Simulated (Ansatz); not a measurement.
## How the geometry moves the gap of TiO2 (Anatase)

Aim: gaps of TiO2 (Anatase) at the database cell and after a full relaxation.

Calculated with Ansatz 0.2.0; PBE, HSE06 and G0W0, plane waves, PAW.

**Experimental background.**

- Gap 3.261 eV: indirect optical gap from reflection cut-off wavelength, 143 nm particles (bulk-like); UV-VIS-NIR reflection spectroscopy; 300 K; powder (commercial powder, mean particle diameter 143 nm, hand pressed) (“Part I: determination of a structure/property transformation mechanism responsible for changes in the point of zero change of anatase titania with decreasing particle size”, 2024, pmc:11477903).

- Gap 3.3 eV: optical gap from absorption; UV-vis absorption; film (pristine sol-gel film on ITO) (“Hydrogen induced interface engineering in Fe2O3–TiO2 heterostructures for efficient charge separation for solar-driven water oxidation in photoelectrochemical cells”, 2021, pmc:8694353).

- Gap 3.18 ± 0.03 eV: direct optical gap from Kubelka-Munk plot; UV-Vis diffuse reflectance; 300 K; powder (“Effect of Ethylene Glycol: Citric Acid Molar Ratio and pH on the Morphology, Vibrational, Optical and Electronic Properties of TiO2 and CuO Powders Synthesized by Pechini Method”, 2022, pmc:9369947).

- Gap 3.98 eV: direct quasiparticle gap around Gamma; experiment quoted from earlier work; bulk crystal (anatase, value from earlier experiment) (quoted in “Giant exciton Mott density in anatase TiO2”, 2020, arxiv:2007.10051).

- Gap 3.17 eV: gap from valence band edge and flat band potential; valence-band XPS and Mott-Schottky plots; film (“Enhancement of Titania Photoanode Performance by Sandwiching Copper between Two Titania Layers”, 2020, pmc:7579609).

This is a report of a sequence of runs, with the program logs left out and the cost of each run kept.

**1. The system as given**

It takes space group I4_1/amd (No. 141, tetragonal). The conventional cell has a = 3.784 Å, b = 3.784 Å, c = 9.515 Å, α = 90.00°, β = 90.00°, γ = 90.00°. Nearest to Ti lie 6 O at 1.93 to 1.98 Å. O has 3 Ti at 1.93 to 1.98 Å nearest. Farther neighbours, and contacts between anions beyond the nearest, are not listed.

As a file:

```cif
data_structure
_symmetry_space_group_name_H-M 'P 1'
_symmetry_Int_Tables_number 1
_cell_length_a 5.4582
_cell_length_b 5.4582
_cell_length_c 5.4582
_cell_angle_alpha 139.435
_cell_angle_beta 139.435
_cell_angle_gamma 58.713
_cell_volume 68.13
loop_
_atom_site_label
_atom_site_type_symbol
_atom_site_fract_x
_atom_site_fract_y
_atom_site_fract_z
_atom_site_occupancy
Ti1 Ti 0.00000 0.00000 0.00000 1
Ti2 Ti 0.75000 0.25000 0.50000 1
O3 O 0.20810 0.20810 0.00000 1
O4 O 0.95810 0.45810 0.50000 1
O5 O 0.54190 0.04190 0.50000 1
O6 O 0.79190 0.79190 0.00000 1
```

The cell and positions come from the Crystallography Open Database and are kept as given unless a step says otherwise. The default PAW set here is soft_2. Its files were made with PBE.

**2. PBE bands at the given cell**

The cheap functional maps the bands first; the places of the edges decide which points the dearer methods must see.

This step: DFT, PBE, plane waves, PAW.

Input file input.yaml:

```yaml
crystal:
  lattice:
    - [-1.8921, 1.8921, 4.7573]
    - [1.8921, -1.8921, 4.7573]
    - [1.8921, 1.8921, -4.7573]
  atoms:
    - { symbol: Ti, position: [0.0, 0.0, 0.0] }
    - { symbol: Ti, position: [0.75, 0.25, 0.5] }
    - { symbol: O, position: [0.2081, 0.2081, 0.0] }
    - { symbol: O, position: [0.9581, 0.4581, 0.5] }
    - { symbol: O, position: [0.5419, 0.0419, 0.5] }
    - { symbol: O, position: [0.7919, 0.7919, 0.0] }
kpoints:
  mp_grid: { grid: [8, 8, 8] }
  band_path:
    path:
      - [[0.0, 0.0, 0.0], [0.0, 0.0, 0.5], [0.25, 0.25, 0.25], [0.0, 0.5, 0.0], [0.0, 0.0, 0.0], [0.5, 0.5, -0.5], [0.28954641, 0.71045359, -0.28954641]]
      - [[-0.28954641, 0.28954641, 0.28954641], [0.0, 0.0, 0.0]]
      - [[0.0, 0.0, 0.5], [-0.07909283, 0.07909283, 0.5]]
      - [[0.5, 0.5, -0.07909283], [0.5, 0.5, -0.5]]
    npoints: 10
hamiltonian:
  xc: pbe
scf:
  occupations: { method: fermi_dirac, width: 0.02 }
  n_extra_bands: 6
output:
  eigenvalues: true
  forces: true
  stress: true
  write_density: true
  write_potential: true
  elf: true
  volumetric_format: npy
```

Command:

```
$ ansatz run input.yaml --threads 3 --pin off --max-ram 64512MiB --backend cuda --events-out ev --progress --plain --runs-dir out --devices 1 --max-vram 24GiB
```

Wall time 4.9 s (1 × NVIDIA H100 80GB HBM3 (shared by 3 runs) with 3 threads of AMD EPYC 7R13 (Zen 3), shared host); peak memory 1 GiB.

Numbers from this step:

```yaml
pressure: 5.169 GPa
filled_bands: 24
gap: 2.121 eV
valence_top_at: k = (0.000, 0.000, 0.450)
conduction_bottom_at: Γ
least_direct_gap: 2.463 eV
```

The gap is indirect, with the least direct gap 0.34 eV higher. The pressure of 5 GPa says that this functional would expand the cell; it is kept.

**3. Relaxing cell and ions**

Gaps follow bond lengths, so the structure is brought to rest first.

input.yaml, the sections that differ from step 2:

```yaml
kpoints:
  mp_grid: { grid: [8, 8, 8] }
scf:
  occupations: { method: fermi_dirac, width: 0.02 }
relax:
  f_tol: 0.01
  max_steps: 60
  cell: {}
# crystal, hamiltonian: as in step 2
# output: removed
```

Run time: 10 s. Hardware: 1 × NVIDIA H100 80GB HBM3 (shared by 3 runs) with 3 threads; peak memory 1 GiB.

Relaxation path:

```csv
step,energy less that of the first step (eV),largest force component (eV/Å),pressure (GPa),volume (Å³)
1,0.0000,0.1021,5.17,68.13
2,-0.0193,0.0325,1.47,69.32
3,-0.0200,0.0058,-0.02,69.85
4,-0.0201,0.0022,-0.01,69.88
5*,-0.0289,0.0020,0.22,69.88
6,-0.0286,0.0007,0.01,69.98
7*,-0.0292,0.0007,0.02,69.98
8,-0.0292,0.0001,0.00,69.99
9*,-0.0292,0.0000,0.00,69.99
```

Relaxation steps marked * repeat the geometry before them on a plane-wave basis chosen anew for their cell, so energy and pressure can jump there.

Forces are held to the 16 operations that the program found; a distortion that breaks them can't arise in this run.

```csv
"conventional cell, symmetrised",before,after,change
a (Å),3.784,3.799,+0.4 %
b (Å),3.784,3.799,+0.4 %
c (Å),9.515,9.700,+2.0 %
volume (Å³/atom),11.35,11.67,+2.7 %
```

The atoms that moved most (Å, as changes of fractional coordinates times the final cell):

```csv
atom,dx,dy,dz,length
O4,0.000,0.000,-0.016,0.016
O3,0.000,0.000,-0.016,0.016
O5,0.000,0.000,0.016,0.016
O6,0.000,0.000,0.016,0.016
```

The relaxed structure:

```cif
data_structure
_symmetry_space_group_name_H-M 'P 1'
_symmetry_Int_Tables_number 1
_cell_length_a 5.5443
_cell_length_b 5.5443
_cell_length_c 5.5443
_cell_angle_alpha 139.930
_cell_angle_beta 139.930
_cell_angle_gamma 57.960
_cell_volume 69.99
loop_
_atom_site_label
_atom_site_type_symbol
_atom_site_fract_x
_atom_site_fract_y
_atom_site_fract_z
_atom_site_occupancy
Ti1 Ti 0.00000 0.00000 0.00000 1
Ti2 Ti 0.75000 0.25000 0.50000 1
O3 O 0.20646 0.20646 0.00000 1
O4 O 0.95646 0.45646 0.50000 1
O5 O 0.54354 0.04354 0.50000 1
O6 O 0.79354 0.79354 0.00000 1
```

**4. PBE at the relaxed cell**

Input file input.yaml:

```yaml
crystal:
  lattice:
    - [-1.8994427693, 1.8994427693, 4.8500949441]
    - [1.8994427693, -1.8994427693, 4.8500949441]
    - [1.8994427693, 1.8994427693, -4.8500949441]
  atoms:
    - { symbol: Ti, position: [0.0, 0.0, 0.0] }
    - { symbol: Ti, position: [0.75, 0.25, 0.5] }
    - { symbol: O, position: [0.2064600904, 0.2064600904, 0.0] }
    - { symbol: O, position: [0.9564600904, 0.4564600904, 0.5] }
    - { symbol: O, position: [0.5435399096, 0.0435399096, 0.5] }
    - { symbol: O, position: [0.7935399096, 0.7935399096, 0.0] }
kpoints:
  mp_grid: { grid: [8, 8, 8] }
  band_path:
    path:
      - [[0.0, 0.0, 0.0], [0.0, 0.0, 0.5], [0.25, 0.25, 0.25], [0.0, 0.5, 0.0], [0.0, 0.0, 0.0], [0.5, 0.5, -0.5], [0.28954641, 0.71045359, -0.28954641]]
      - [[-0.28954641, 0.28954641, 0.28954641], [0.0, 0.0, 0.0]]
      - [[0.0, 0.0, 0.5], [-0.07909283, 0.07909283, 0.5]]
      - [[0.5, 0.5, -0.07909283], [0.5, 0.5, -0.5]]
    npoints: 10
hamiltonian:
  xc: pbe
scf:
  occupations: { method: fermi_dirac, width: 0.02 }
  n_extra_bands: 6
output:
  eigenvalues: true
  forces: true
  stress: true
```

Run time: 4.6 s. Hardware: 1 × NVIDIA H100 80GB HBM3 (shared by 3 runs) with 3 threads; peak memory 0.97 GiB; 6.2 s of CPU time.

This step gave:

```yaml
pressure: 9.46e-4 GPa
gap: 2.129 eV
valence_top_at: k = (0.000, 0.000, 0.450)
conduction_bottom_at: Γ
least_direct_gap: 2.430 eV
```

The gap is indirect, with the least direct gap 0.30 eV higher.

**5. HSE06 at the relaxed cell**

HSE06 mixes in a quarter of exact exchange at short range. Exchange couples all pairs of k points, which makes a full band path dear, so levels are read on the mesh and at chosen points.

This step: DFT, HSE06, plane waves, PAW.

Input file input.yaml:

```yaml
crystal:
  lattice:
    - [-1.8994427693, 1.8994427693, 4.8500949441]
    - [1.8994427693, -1.8994427693, 4.8500949441]
    - [1.8994427693, 1.8994427693, -4.8500949441]
  atoms:
    - { symbol: Ti, position: [0.0, 0.0, 0.0] }
    - { symbol: Ti, position: [0.75, 0.25, 0.5] }
    - { symbol: O, position: [0.2064600904, 0.2064600904, 0.0] }
    - { symbol: O, position: [0.9564600904, 0.4564600904, 0.5] }
    - { symbol: O, position: [0.5435399096, 0.0435399096, 0.5] }
    - { symbol: O, position: [0.7935399096, 0.7935399096, 0.0] }
kpoints:
  mp_grid: { grid: [6, 6, 6] }
  band_path:
    path:
      - [0.0, 0.0, 0.0]
      - [0.0, 0.0, 0.5]
      - [0.25, 0.25, 0.25]
      - [0.0, 0.5, 0.0]
      - [0.5, 0.5, -0.5]
      - [0.28954641, 0.71045359, -0.28954641]
      - [-0.28954641, 0.28954641, 0.28954641]
      - [-0.07909283, 0.07909283, 0.5]
      - [0.0, 0.0, 0.45]
      - [0.25, 0.25, -0.25]
    npoints: 1
hamiltonian:
  xc: hse06
scf:
  occupations: { method: fixed }
  n_extra_bands: 6
output:
  eigenvalues: true
```

It took 30 s on 1 × NVIDIA H100 80GB HBM3 (shared by 3 runs) with 3 threads; peak memory 1.8 GiB; 65 s of CPU time.

Numbers from this step:

* gap: 3.610 eV
* valence top at: k = (0.000, 0.000, 0.450)
* conduction bottom at: Γ
* least direct gap: 3.934 eV

The gap stands +1.48 eV against PBE.

**6. G0W0 at the relaxed cell**

G0W0 replaces the xc potential by the self-energy, built once from these orbitals. Only a window of levels is corrected, while the sums run over the empty bands that the input names.

This step: G0W0 on PBE, plane waves, PAW.

Input file input.yaml:

```yaml
crystal:
  lattice:
    - [-1.8994427693, 1.8994427693, 4.8500949441]
    - [1.8994427693, -1.8994427693, 4.8500949441]
    - [1.8994427693, 1.8994427693, -4.8500949441]
  atoms:
    - { symbol: Ti, position: [0.0, 0.0, 0.0] }
    - { symbol: Ti, position: [0.75, 0.25, 0.5] }
    - { symbol: O, position: [0.2064600904, 0.2064600904, 0.0] }
    - { symbol: O, position: [0.9564600904, 0.4564600904, 0.5] }
    - { symbol: O, position: [0.5435399096, 0.0435399096, 0.5] }
    - { symbol: O, position: [0.7935399096, 0.7935399096, 0.0] }
kpoints:
  mp_grid: { grid: [6, 6, 6] }
hamiltonian:
  xc: pbe
scf:
  occupations: { method: fixed }
gw:
  n_empty_bands: 257
  ecut_chi: 138
  qp_bands: [v2, c2]
  qp_kpoints: band_edges
  screening: { model: contour_deformation }
```

The job ended after 42 s (1 × NVIDIA H100 80GB HBM3 (shared by 3 runs) with 3 threads; peak memory 1.6 GiB; 75 s of CPU time).

This step gave:

* bands summed: 281
* RPA ε∞ on this mesh (eigenvalues): 6.074, 6.608, 6.608
* plane waves in the screening matrix: 269
* G0W0 gap on the mesh: 3.605 eV
* k of the valence top: 0, 0, -0.5
* k of the conduction bottom: 0, 0, 0
* starting gap on the mesh: 2.179 eV
* least direct G0W0 gap on the computed points: 3.881 eV

The gap on the mesh goes from 2.18 eV to 3.60 eV, a correction of +1.43 eV. Between the two edge states, bare exchange in place of the xc potential would open the gap by 12.62 eV, and correlation takes back 11.19 eV. The start differs from the 2.13 eV found before because this mesh misses an edge.

**7. G0W0 at the given cell**

Input file input.yaml:

```yaml
crystal:
  lattice:
    - [-1.8921, 1.8921, 4.7573]
    - [1.8921, -1.8921, 4.7573]
    - [1.8921, 1.8921, -4.7573]
  atoms:
    - { symbol: Ti, position: [0.0, 0.0, 0.0] }
    - { symbol: Ti, position: [0.75, 0.25, 0.5] }
    - { symbol: O, position: [0.2081, 0.2081, 0.0] }
    - { symbol: O, position: [0.9581, 0.4581, 0.5] }
    - { symbol: O, position: [0.5419, 0.0419, 0.5] }
    - { symbol: O, position: [0.7919, 0.7919, 0.0] }
kpoints:
  mp_grid: { grid: [6, 6, 6] }
hamiltonian:
  xc: pbe
scf:
  occupations: { method: fixed }
gw:
  n_empty_bands: 250
  ecut_chi: 138
  qp_bands: [v2, c2]
  qp_kpoints: band_edges
  screening: { model: contour_deformation }
```

Wall time 48 s (1 × NVIDIA H100 80GB HBM3 (shared by 3 runs) with 3 threads); peak memory 1.7 GiB; 84 s of CPU time.

This step gave:

| Item | Value |
| --- | --- |
| bands summed | 274 |
| RPA ε∞ on this mesh (eigenvalues) | 6.020, 6.569, 6.569 |
| plane waves in the screening matrix | 253 |
| G0W0 gap on the mesh | 3.614 eV |
| k of the valence top | 0, 0, -0.5 |
| k of the conduction bottom | 0, 0, 0 |
| starting gap on the mesh | 2.167 eV |
| least direct G0W0 gap on the computed points | 3.946 eV |

The gap on the mesh goes from 2.17 eV to 3.61 eV, a correction of +1.45 eV. Between the two edge states, bare exchange in place of the xc potential would open the gap by 12.59 eV, and correlation takes back 11.14 eV. The start differs from the 2.12 eV found before because this mesh misses an edge.

**8. Together**

G0W0 rows are gaps on the mesh, lowered where the mesh misses an edge of the band path.

```csv
level,given cell (eV),relaxed cell (eV),change (eV)
PBE,2.12,2.13,+0.01
HSE06,-,3.61,-
G0W0@PBE,3.57,3.55,−0.01
```

**9. What came out**

| Item | Value |
| --- | --- |
| volume change | +2.7 % |
| PBE, given cell | 2.12 eV |
| PBE, relaxed cell | 2.13 eV |
| HSE06, relaxed cell | 3.61 eV |
| G0W0@PBE, relaxed cell | 3.55 eV |
| G0W0@PBE, given cell | 3.57 eV |
| known limits | short of the basis limit |

What this shows: Relaxation changes the volume by +2.7 % and the gap by +0.01 eV (PBE) and −0.01 eV (G0W0@PBE). Against experiment, by G0W0@PBE at the given cell: the gap of 3.57 eV lies +0.31 eV from the measured 3.261 eV (indirect, 300 K, 2024); the gap of 3.57 eV lies +0.27 eV from the measured 3.3 eV (optical, 2021); the gap of 3.57 eV lies +0.40 eV from the measured 3.17 eV (kind not stated, 2020). An exciton line or allowed optical edge lies below the quasiparticle gap by the binding energy; a forbidden edge can push the onset above it. The calculation has static nuclei and no excitons; a measured gap holds zero-point and thermal motion, which mostly lowers it. Bands and cutoff are finite, so the gap stands short of the basis limit, usually by up to a few tenths of an eV; the mesh is an error of its own.

[Long decimals in the printed logs are rounded to 6 places.]

[Logs are printed without paths, hosts, clocks, repeated set-up lines and the standing remarks that a program may print on its own settings, such as how far it seeks lower states.]

[Paths, hosts, dates, memory and timing lines, banners, echoed tables and standing remarks are left out of the program output; an Ansatz launch command may be rebuilt from the run's recorded settings. Measured values are a selection of at most five: reports struck by readers or far from the other reports are left out. None is set beside runs whose start may be inverted or whose files or cutoffs have a known fault.]

[Runs of the session that timed out or met a known fault of the program may be left out.]

[Cells called generated may have been cut or substituted from an entry of the Crystallography Open Database or the Materials Project.]

[Hosts, paths, dates, database ids (printed as entryN), source tags and the programs' standing remarks are cut or masked in the printed files.]

[Where the starting crystal was built by hand or by swapping elements, it need not be the compound's stable phase.]
